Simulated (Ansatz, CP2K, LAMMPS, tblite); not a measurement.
**Running glassy B2O3 (100 atoms) with tblite**

Aim: run glassy B2O3 (100 atoms) in tblite and see how near its forces come to a plane-wave reference, and at what cost.

Calculated with tblite 0.8.0; the method is named at each step.

## (1) The structure

The cell holds 100 atoms: 40 B and 60 O. Cell: a = 10.452 Å, b = 10.452 Å, c = 10.452 Å, α = 90.0°, β = 90.0°, γ = 90.0°. 100 atoms (40 B, 60 O) placed at random at 1.93 g/cm³, melted at 3000 K for 20 ps at fixed volume with the Buckingham and Coulomb pair potential of Guillot and Sator (Geochim. Cosmochim. Acta 71, 1249 (2007)) with the boron terms of Wang et al. (J. Non-Cryst. Solids 498, 294 (2018)). Quenched from 3000 K to 300 K at 100 K/ps and fixed volume, held 10 ps at zero pressure.

The yardstick, on the same geometry:

```
method                                           : Kohn-Sham DFT, PBE, PAW, plane waves (Ansatz 0.2.0); cutoff 420 eV, Γ point, fermi-dirac smearing of 0.05 eV; PAW set soft_2
r.m.s. force component                           : 0.8605 eV/Å
longest force                                    : 3.15 eV/Å
pressure                                         : -8.444 GPa
gap (highest filled to lowest empty level) : 4.546 eV
SCF cycles                                       : 9
time                                             : 14 s on 4 threads of Arm Neoverse V2, shared host
CPU time                                         : 55 s
```

## (2) GFN1-xTB

Method: GFN1-xTB tight binding, diagonalisation.

Contents of run.py:

```python
import numpy as np
from ase.io import read
from tblite.ase import TBLite

atoms = read("structure.xyz")
atoms.calc = TBLite(method="GFN1-xTB", electronic_temperature=580, accuracy=1.0, max_iterations=250, mixer_damping=0.4, verbosity=1)
energy = atoms.get_potential_energy()
forces = atoms.get_forces()
print(f"energy {energy:.6f} eV")
print("forces (eV/A)")
for i, (a, f) in enumerate(zip(atoms, forces)):
    print(f"{i:4d} {a.symbol:2s} {f[0]:10.5f} {f[1]:10.5f} {f[2]:10.5f}")
stress = -atoms.get_stress(voigt=False) * 160.21766
print("stress (GPa, compression positive)")
for row in stress:
    print(" ".join(f"{x:10.4f}" for x in row))
print("charges (e)")
print(np.array2string(atoms.get_charges(), precision=4, suppress_small=True, max_line_width=110, threshold=100000))
```

Contents of structure.xyz:

```xyz
100
Lattice="10.45182 0.00000 0.00000 0.00000 10.45182 0.00000 0.00000 0.00000 10.45182" Properties=species:S:1:pos:R:3 pbc="T T T"
B 8.91917 1.96306 0.30666
B 6.21612 4.13390 4.67562
B 7.69662 4.95761 2.57449
B 3.50146 5.46463 1.24523
B 4.70008 10.40604 7.33488
B 7.84179 7.85883 4.66590
B 0.57161 7.79810 9.00382
B 10.28699 2.34518 8.42511
B 1.12127 5.45010 10.08789
B 0.97411 0.19942 4.09544
B 5.36523 3.39872 0.95686
B 2.32982 1.58261 8.97916
B 0.93418 9.12684 1.76406
B 7.16326 6.18068 7.97077
B 9.03748 1.98731 5.17532
B 3.02580 8.35529 7.88454
B 4.86668 1.40943 2.77935
B 1.88279 5.48470 3.51944
B 4.56901 6.07878 7.97505
B 4.59389 7.59826 0.72964
B 3.11590 8.14197 4.87295
B 7.04338 6.74717 0.76466
B 2.54261 3.92058 5.70492
B 6.90008 3.88222 9.19844
B 5.36649 9.78719 9.77026
B 9.77162 6.26169 3.49248
B 5.36816 6.59280 5.02314
B 9.48942 6.80267 6.67495
B 7.33979 2.72103 6.79023
B 7.17622 0.10264 1.29184
B 2.91135 9.75312 0.02101
B 10.30811 3.92832 1.54008
B 0.66630 8.75465 5.86776
B 3.16962 4.00388 8.89690
B 9.31717 8.22736 0.27039
B 4.15972 9.33515 2.72636
B 4.33165 1.82562 5.41279
B 0.52583 4.58135 7.11372
B 0.61613 2.70890 3.83216
B 7.85538 10.42559 3.88567
O 6.96290 4.18365 3.50240
O 8.97017 7.12396 4.26048
O 7.38944 5.19037 8.98031
O 3.39789 2.82460 5.68485
O 7.88078 9.25697 4.69119
O 4.15752 9.12810 10.10367
O 8.24377 6.62060 7.20444
O 4.30845 0.20005 2.34340
O 7.05038 3.00458 8.10131
O 6.60200 7.20872 4.78192
O 9.27108 3.12478 1.00641
O 10.10785 8.07779 6.47626
O 0.97453 9.87906 2.95295
O 9.42169 1.92669 9.42409
O 4.16003 7.27227 5.15003
O 10.33194 5.69028 6.55810
[... 40 atom lines left out ...]
O 6.30705 3.48840 10.37793
O 2.64379 0.50806 9.82649
O 7.18698 10.26107 2.65988
O 1.34546 1.54844 3.98235
```

On the command line:

```console
OMP_NUM_THREADS=1 python run.py > output.txt
```

Output:

```text
------------------------------------------------------------
  cycle        total energy    energy error   density error
------------------------------------------------------------
      1     -330.6371308804  -3.3226385E+02   1.0161986E+00
      2     -343.0603503624  -1.2423219E+01   4.6567175E-01
      3     -343.0800529996  -1.9702637E-02   2.4001668E-01
      4     -343.0681734841   1.1879515E-02   2.9243222E-02
      5     -343.0889635681  -2.0790084E-02   6.6746576E-03
      6     -343.0899787701  -1.0152021E-03   2.1931423E-03
      7     -343.0900972360  -1.1846591E-04   4.0690938E-04
      8     -343.0901013921  -4.1561204E-06   5.8425636E-05
      9     -343.0901014786  -8.6455259E-08   1.9242262E-06
------------------------------------------------------------
 total:                                   1.672 sec
energy -9335.957192 eV
forces (eV/A)
   0 B     1.09855    0.70334   -0.89775
   1 B     1.61334    1.21085    0.98243
   2 B    -0.74534    0.74862    1.52773
   3 B     0.70542    0.38433    0.97351
   4 B    -1.44151   -1.47117    1.29276
   5 B    -1.01470   -0.22331   -1.53818
   6 B     0.83346    1.04122    0.36022
   7 B     1.42591    1.13152    1.58334
   8 B    -0.41321   -1.55742   -0.03970
   9 B    -0.09971   -0.78272    0.21570
  10 B    -0.86844    0.96095   -0.35715
  11 B    -1.13234   -0.28090    1.05506
  12 B    -1.58961    1.36278    0.36660
  13 B     0.32611   -2.25225   -1.09492
  14 B     0.45430   -0.05545   -0.22848
  15 B    -0.30903   -1.11993    0.51539
  16 B    -0.94152   -0.00455   -0.29943
  17 B    -0.20710   -0.68192   -1.05573
  18 B    -0.38803   -0.19073   -0.36521
  19 B     0.60127   -0.29031    1.13856
  20 B     0.38829    0.36794   -0.07990
  21 B     0.00616    0.71090   -0.24455
  22 B    -0.37576    0.09011   -0.85037
  23 B    -0.27475    0.41835   -0.99032
[...]
92 O     0.47370    0.05990    0.08972
  93 O     0.28238    0.65297   -1.47037
  94 O     0.73248    0.64822   -0.49929
  95 O    -0.13221   -0.19754   -0.16582
  96 O    -0.11458   -0.50212    0.03829
  97 O    -0.09931   -0.87445    0.13118
  98 O    -0.10238    0.26233   -0.67582
  99 O     0.03334   -0.59411   -0.30114
stress (GPa, compression positive)
   -8.5352    -0.7495     3.1483
   -0.7495    -8.8742     3.1087
    3.1483     3.1087    -7.8616
charges (e)
[ 0.6752  0.682   0.6879  0.6921  0.6819  0.6832  0.6842  0.6852  0.6823  0.6781  0.6883  0.6761  0.6789
  0.6765  0.6825  0.6888  0.6812  0.6931  0.6847  0.6905  0.6719  0.6819  0.6965  0.6845  0.6996  0.6829
  0.6829  0.6947  0.6755  0.6882  0.6921  0.6871  0.6882  0.6874  0.6757  0.6656  0.6976  0.6879  0.6871
  0.6771 -0.4659 -0.4678 -0.4737 -0.4414 -0.4584 -0.4148 -0.4345 -0.4596 -0.4443 -0.4724 -0.4818 -0.4412
 -0.4507 -0.4533 -0.456  -0.4625 -0.4386 -0.4588 -0.4431 -0.4803 -0.4449 -0.4521 -0.4581 -0.4696 -0.4749
 -0.4512 -0.4414 -0.4627 -0.4961 -0.4814 -0.4615 -0.4542 -0.4852 -0.4571 -0.483  -0.4638 -0.4493 -0.4569
 -0.435  -0.4377 -0.4909 -0.442  -0.4438 -0.4417 -0.4523 -0.4335 -0.4652 -0.4629 -0.4146 -0.4716 -0.4408
 -0.4502 -0.4567 -0.4685 -0.4356 -0.4679 -0.4409 -0.461  -0.4535 -0.4685]
```

It took 2.2 s on 1 thread of Arm Neoverse V2, shared host; peak memory 0.11 GiB.

Banners, paths, timers and routine set-up lines are dropped from the logs unmarked, and long logs keep their key lines alone; longer cuts are marked.

Numbers from this run, and their distance from the reference:

```
r.m.s. force component                  : 0.7327 eV/Å
r.m.s. difference of force components   : 237.8 meV/Å
longest difference of force vectors     : 836.7 meV/Å
force difference over r.m.s. force      : 27.63 %
slope of forces against the reference's : 0.8244
correlation of force components         : 0.9681
pressure                                : -8.424 GPa
pressure difference                     : 0.0205 GPa
```

Length of the force difference by element (eV/Å):

| element | atoms | mean | most |
| --- | --- | --- | --- |
| B | 40 | 0.47 | 0.84 |
| O | 60 | 0.32 | 0.59 |

Local excerpt of 9 atoms (numbers count through the whole input) about B14, which bears the longest force; x, y, z are measured from there.

| atom | x | y | z | distance (Å) | bonds | Mulliken charge (e) | Fx | Fy | Fz (eV/Å) |
| --- | --- | --- | --- | --- | --- | --- | --- | --- | --- |
| B14 | 0.00 | 0.00 | 0.00 | 0.00 | 3 | 0.68 | 0.33 | -2.25 | -1.09 |
| O62 | -1.28 | 0.15 | -0.52 | 1.39 | 2 | -0.45 | -0.02 | 0.19 | 1.52 |
| O47 | 1.08 | 0.44 | -0.77 | 1.40 | 2 | -0.43 | -0.58 | 0.78 | 0.52 |
| O43 | 0.23 | -0.99 | 1.01 | 1.43 | 2 | -0.47 | -0.64 | 0.46 | -0.27 |
| B19 | -2.59 | -0.10 | 0.00 | 2.60 | 3 | 0.68 | -0.39 | -0.19 | -0.37 |
| B24 | -0.26 | -2.30 | 1.23 | 2.62 | 3 | 0.68 | -0.27 | 0.42 | -0.99 |
| B28 | 2.33 | 0.62 | -1.30 | 2.73 | 3 | 0.69 | 1.40 | -0.16 | 0.91 |
| O49 | -0.11 | -3.18 | 0.13 | 3.18 | 2 | -0.44 | -0.50 | 0.14 | 0.68 |
| O73 | -1.30 | 1.04 | 2.72 | 3.19 | 2 | -0.49 | 1.23 | 0.05 | 0.23 |

Atoms are counted from 1 here, from 0 in the log.

Forces lie 28 % from the reference's, at 0.041 times its CPU time (on 1 against 4 cores).

## (3) Summary of results

| Quantity | Value |
| --- | --- |
| force difference from the reference | tblite GFN1-xTB, 28 % |
| its CPU time | 2.2 s |

Tight binding differs by 28 % (tblite GFN1-xTB); it is another model, with fitted parameters of its own, and the xTB methods hold dispersion. One electronic-structure run takes under half the reference's CPU time: tblite GFN1-xTB, at 28 % in 2.2 s against 55 s. Periodic xTB results under one method name differ between programs and library versions. The quench rate of 100 K/ps is many orders above laboratory rates, so the cell is likely richer in defects and strain than a real sample. The network of bonds at the start is that of the classical potential that made the cell, and needn't be the one that DFT or experiment would give. The electronic-structure runs sample only Γ, in a cell whose shortest periodic width is 10 Å.

[Also dropped from logs without a mark: logging warnings of Python, and SIESTA's first energy breakdown and zero terms.]

[Logs are printed without paths, hosts, clocks, repeated set-up lines and the standing remarks that a program may print on its own settings, such as how far it seeks lower states.]

[Hosts, paths, dates, database ids (printed as entryN), source tags and the programs' standing remarks are cut or masked in the printed files.]
